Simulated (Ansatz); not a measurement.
Two G0W0 runs on WS2 (Tungstenite).

The database entry behind the starting cell differs from later determinations by our own check (an axis about 1.4 % long against later determinations), so it need not match the best structure at ambient conditions.

```xyz
6
Lattice="3.1800 0.0000 0.0000 -1.5900 2.7540 0.0000 0.0000 0.0000 12.5000" Properties=species:S:1:pos:R:3 pbc="T T T"
W     0.0000    1.8360    3.1250
W     1.5900    0.9180    9.3750
S     0.0000    1.8360    7.8125
S     1.5900    0.9180    1.5625
S     0.0000    1.8360   10.9375
S     1.5900    0.9180    4.6875
```

The cell and positions come from the Crystallography Open Database and are kept as given unless a step says otherwise. Spin-orbit coupling is left out unless a run names it. PAW set soft_2, made with PBE.

The first (Ansatz 0.2.0; start PBE, 6×6×2 mesh, 456 empty bands, screening to 150 eV; 1 × NVIDIA H100 80GB HBM3 (shared by 3 runs) with 3 threads of AMD EPYC 7R13 (Zen 3), shared host) gave, on its mesh: starting gap 1.05 eV, G0W0 gap 1.44 eV, RPA ε∞ (mean) 11.13, 19 s.

**Question.** The second changes start from PBE to PBE with 10 % screened exact exchange. What does it give?

It gave: starting gap 1.25 eV, G0W0 gap 1.53 eV, RPA ε∞ (mean) 10.14, 57 s. The G0W0 gap moves by +0.08 eV, +0.20 eV from the start and −0.12 eV from the correction. Σc changes by +0.01 eV at the valence top and +0.03 eV at the conduction bottom, and Σx − Vxc between them by −0.13 eV.

Limits: not at the basis limit; no spin-orbit coupling.

[Paths, hosts, dates, memory and timing lines, banners, echoed tables and standing remarks are left out of the program output.]

[Logs are printed without paths, hosts, clocks, repeated set-up lines and the standing remarks that a program may print on its own settings, such as how far it seeks lower states.]

[Runs of the session that timed out or met a known fault of the program may be left out.]

[Cells called generated may have been cut or substituted from an entry of the Crystallography Open Database or the Materials Project.]

[Hosts, paths, dates, database ids (printed as entryN), source tags and the programs' standing remarks are cut or masked in the printed files.]
